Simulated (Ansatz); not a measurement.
## Ge (Fd-3m, 2 atoms in the cell): zone-centre modes against carrier density

Aim: how far do free carriers move the optical modes of Ge (Fd-3m, 2 atoms in the cell)?

Method: DFT LDA, scalar-relativistic, plane waves, PAW; PAW set soft_1, in Ansatz 0.2.0.

Report form: the programs' logs are mostly left out.

### Step 1. Starting point

The structure is cubic, space group Fd-3m (No. 227). The conventional cell has a = 5.658 Å, b = 5.658 Å, c = 5.658 Å, α = 90.00°, β = 90.00°, γ = 90.00°. Ge has 4 Ge at 2.45 Å nearest.

### Step 2. Bringing the structure to rest

The cell and atoms are relaxed, since residual forces and stress would shift the frequencies.

Input file input.yaml:

```yaml
crystal:
  lattice:
    - [0.0, 2.82891, 2.82891]
    - [2.82891, 0.0, 2.82891]
    - [2.82891, 2.82891, 0.0]
  atoms:
    - { symbol: Ge, position: [0.5, 0.5, 0.5] }
    - { symbol: Ge, position: [0.75, 0.75, 0.75] }
kpoints:
  mp_grid: { grid: [14, 14, 14] }
hamiltonian:
  xc: lda
  pseudopotentials: { kind: paw, azcp: { folder: soft_1 }, xc_functional: pbe }
scf:
  occupations: { method: gaussian, width: 0.1 }
output:
  forces: true
  stress: true
  eigenvalues: true
relax:
  adjacent_minimum: "off"
  f_tol: 0.005
  max_steps: 80
  cell: { stress_tol: 0.05 }
```

The run is started by

```sh
> ansatz run input.yaml --threads 4 --pin off --max-ram 16384MiB --backend cpu --events-out ev --progress --plain --runs-dir out
```

Run time: 4.2 s. Hardware: 4 threads of Arm Neoverse V2, shared host; peak memory 0.38 GiB; 16 s of CPU time.

Relaxation path:

```csv
step,energy less that of the first step (eV),largest force component (eV/Å),pressure (GPa),volume (Å³)
1,0.0000,0.0000,-1.32,45.28
2,-0.0036,0.0000,-0.26,44.58
3,-0.0038,0.0000,0.01,44.41
4*,-0.0036,0.0000,0.01,44.41
```

Relaxation steps marked * repeat the geometry before them on a plane-wave basis chosen anew for their cell, so energy and pressure can jump there.

The run keeps the 48 symmetry operations that it works with, so distortions that break them were not tested.

```csv
"conventional cell, symmetrised",before,after,change
a (Å),5.658,5.621,-0.6 %
b (Å),5.658,5.621,-0.6 %
c (Å),5.658,5.621,-0.6 %
volume (Å³/atom),22.64,22.20,-1.9 %
```

Final coordinates:

```xyz
2
Lattice="0.0000 2.8107 2.8107 2.8107 0.0000 2.8107 2.8107 2.8107 0.0000" Properties=species:S:1:pos:R:3 pbc="T T T"
Ge    2.8107    2.8107    2.8107
Ge    4.2161    4.2161    4.2161
```

This step gave:

```
pressure          : 0.007987 GPa
volume per atom   : 22.20 Å³
gap on the k-mesh : 0 eV
```

In this step the volume went from 22.64 to 22.20 Å³/atom.

### Step 3. Tight relaxation

Phonons need small forces and stress, so the relaxation is finished with tight tolerances on 16×16×16 k points.

input.yaml, the sections that differ from step 2:

```yaml
crystal:
  lattice:
    - [0.0, 2.8107113432, 2.8107113432]
    - [2.8107113432, 0.0, 2.8107113432]
    - [2.8107113432, 2.8107113432, 0.0]
  atoms:
    - { symbol: Ge, position: [0.5, 0.5, 0.5] }
    - { symbol: Ge, position: [0.75, 0.75, 0.75] }
kpoints:
  mp_grid: { grid: [16, 16, 16] }
scf:
  occupations: { method: methfessel_paxton, width: 0.2 }
relax:
  adjacent_minimum: "off"
  f_tol: 0.001
  max_steps: 60
  cell: { stress_tol: 0.01 }
# hamiltonian, output: as in step 2
```

Run time: 3.2 s. Hardware: 4 threads; peak memory 0.4 GiB.

Little changed from the start: no atom moved by 0.005 Å and no cell edge by 0.1 %.

This step gave:

```
pressure : 0.008861 GPa
```

The forces vanish by symmetry and the pressure is 0.009 GPa, within the tolerances set. The cell now holds 22.20 Å³/atom.

### Step 4. Ground state of a member: no carriers

The cell of the neutral crystal is kept with no carriers. The bands are sampled on 30×30×30 points with Fermi-Dirac filling of 0.03 eV.

input.yaml, the sections that differ from step 3:

```yaml
kpoints:
  mp_grid: { grid: [30, 30, 30] }
scf:
  occupations: { method: fermi_dirac, width: 0.03 }
# crystal, hamiltonian, output: as in step 3
# relax: removed
```

Elapsed: 7.2 s, on 4 threads; peak memory 0.71 GiB; 28 s of CPU time.

The forces vanish by symmetry.

### Step 5. Modes of this member: no carriers

The force constants come from the linear response of the density to a displacement.

The zone-centre modes follow for no carriers.

Edit input.yaml of step 4 so:

```diff
@@ -16,4 +16,4 @@
 output:
-  forces: true
-  stress: true
   eigenvalues: true
+phonons:
+  method: dfpt
```

The job ended after 75 s (4 threads; peak memory 4.5 GiB; 4.7 min of CPU time).

This step gave:

- sum-rule residual before enforcement: 7.85e-5 eV/Å²
- point group: m-3m
- highest optical mode at the zone centre (no LO-TO term): 292.8 cm⁻¹
- lowest optical zone-centre mode: 292.8 cm⁻¹

Patterns of degenerate modes are one choice out of their space. Modes at Γ:

```csv
mode,frequency (cm⁻¹),symmetry
1,0.0,acoustic
2,0.0,acoustic
3,0.0,acoustic
4,292.8,T2g
5,292.8,T2g
6,292.8,T2g
```

Displacements in mode 6 (292.8 cm⁻¹), the largest set to 1:
```
Ge1  0.00  0.00  1.00
Ge2  0.00  0.00 -1.00
```

The optical mode lies at 292.8 cm⁻¹.

The highest mode in this list at Γ lies at 292.8 cm⁻¹.

### Step 6. Ground state of a member: 15 × 10²⁰ holes per cm³

The cell of the neutral crystal is kept with 15 × 10²⁰ holes per cm³, balanced by a uniform background. The bands are sampled on 30×30×30 points with Fermi-Dirac filling of 0.03 eV.

Edit input.yaml of step 5 so:

```diff
@@ -8,2 +8,3 @@
     - { symbol: Ge, position: [0.75, 0.75, 0.75] }
+total_charge: 0.066615
 kpoints:
@@ -16,4 +17,4 @@
 output:
+  forces: true
+  stress: true
   eigenvalues: true
-phonons:
-  method: dfpt
```

Wall time 6.9 s (4 threads); peak memory 0.71 GiB; 27 s of CPU time.

The forces vanish by symmetry.

### Step 7. Zone-centre modes of the member: 15 × 10²⁰ holes per cm³

The zone-centre modes follow for 15 × 10²⁰ holes per cm³.

Edit input.yaml of step 6 so:

```diff
@@ -17,4 +17,4 @@
 output:
-  forces: true
-  stress: true
   eigenvalues: true
+phonons:
+  method: dfpt
```

Elapsed: 76 s, on 4 threads; peak memory 4.5 GiB; 4.8 min of CPU time.

Numbers from this step:

```yaml
sum_rule_residual_before_enforcement: 2.24e-5 eV/Å²
highest_optical_mode_at_the_zone_centre_no_lo_to_term: 270.4 cm⁻¹
lowest_optical_zone_centre_mode: 270.4 cm⁻¹
```

Patterns of degenerate modes are one choice out of their space. Modes at Γ:

```csv
mode,frequency (cm⁻¹),symmetry
1,0.0,acoustic
2,0.0,acoustic
3,0.0,acoustic
4,270.4,T2g
5,270.4,T2g
6,270.4,T2g
```

The optical mode lies at 270.4 cm⁻¹.

Between step 5 and this run (carriers -15 × 10²⁰ cm⁻³) the value for the highest optical mode at the zone centre (no LO-TO term) moves from 293 cm⁻¹ to 270 cm⁻¹ (-8 %).

### Step 8. A check on a coarser mesh: 2 × 10²⁰ holes per cm³

To see what the mesh is worth, the run for 2 × 10²⁰ holes per cm³ is repeated on 24×24×24 points.

Edit input.yaml of step 7 so:

```diff
@@ -8,5 +8,5 @@
     - { symbol: Ge, position: [0.75, 0.75, 0.75] }
-total_charge: 0.066615
+total_charge: 0.008882
 kpoints:
-  mp_grid: { grid: [30, 30, 30] }
+  mp_grid: { grid: [24, 24, 24] }
 hamiltonian:
```

Wall time 41 s (4 threads); peak memory 2.6 GiB.

This step gave:

* sum-rule residual before enforcement: 1.93e-5 eV/Å²
* highest optical mode at the zone centre (no LO-TO term): 283.6 cm⁻¹
* lowest optical zone-centre mode: 283.6 cm⁻¹

The highest mode comes at 283.6 cm⁻¹, against 283.3 cm⁻¹ on 30×30×30 points.

### Step 9. A check on a coarser mesh: 10 × 10²⁰ holes per cm³

To see what the mesh is worth, the run for 10 × 10²⁰ holes per cm³ is repeated on 24×24×24 points.

Edit input.yaml of step 8 so:

```diff
@@ -8,3 +8,3 @@
     - { symbol: Ge, position: [0.75, 0.75, 0.75] }
-total_charge: 0.008882
+total_charge: 0.04441
 kpoints:
```

Wall time 41 s (4 threads); peak memory 2.6 GiB.

This step gave:

| Item | Value |
| --- | --- |
| sum-rule residual before enforcement | 2.95e-5 eV/Å² |
| highest optical mode at the zone centre (no LO-TO term) | 274.2 cm⁻¹ |
| lowest optical zone-centre mode | 274.2 cm⁻¹ |

The highest mode comes at 274.2 cm⁻¹, against 275.2 cm⁻¹ on 30×30×30 points.

### Step 10. All members side by side

The members are set side by side, also those not shown above.

Electrons count positive and holes negative; without the LO-TO term; modes are tracked from the neutral crystal by their patterns, and those within 0.3 cm⁻¹ of each other stand once; the cell of the neutral crystal is kept and the atoms are relaxed where symmetry leaves them free; all runs use 30×30×30 k points and Fermi-Dirac smearing of 0.03 eV. Optical modes along the series:

```csv
carriers (10²⁰ cm⁻³),mode 4 T2g (cm⁻¹)
-15,270.4
-10,275.2
-6,277.5
-4,279.3
-2,283.3
-1,286.2
0,292.8
```

### Step 11. Results

```json
{"members": "7", "mode": "mode 4 T2g", "its frequency without carriers": "292.82 cm⁻¹", "its frequency at -15 × 10²⁰ cm⁻³": "270.43 cm⁻¹"}
```

In words: At 15 × 10²⁰ holes per cm³ the optical mode has moved by -22.39 cm⁻¹ from 292.82 cm⁻¹. At 2 and 10 × 10²⁰ cm⁻³ the coarser mesh moves the optical modes by up to 1.09 cm⁻¹, a measure of the error left by the mesh there. The response is adiabatic: the carriers follow the ions at once. Where they cannot, as for a zone-centre mode faster than their scattering, measured shifts differ, and line shapes are not given here. A static distortion lets holes move between the bands that it splits, which a fast mode allows only in part, so this softening can be well above the one seen in Raman spectra. The background stands for dopants without their size, scattering or local bonds, and the cell is that of the neutral crystal, although carriers also change the volume at rest, which would shift the modes as well. Spin-orbit coupling, which splits the valence bands that hold the holes, is left out. With no gap at this level, the filling puts some electrons and holes into the neutral crystal too. These are harmonic frequencies of a static lattice, with warm electrons: anharmonic shifts, linewidths and thermal expansion are left out. The PAW files were made for PBE; the program adapts parts of them to the functional of the run, but their partial waves stay those of PBE, an approximation that was not tested in this session. Only the zone centre was solved, so an instability at another wavevector cannot show here.

[Logs are printed without paths, hosts, clocks, repeated set-up lines and the standing remarks that a program may print on its own settings, such as how far it seeks lower states.]

[Hosts, paths, dates, database ids (printed as entryN), source tags and the programs' standing remarks are cut or masked in the printed files.]
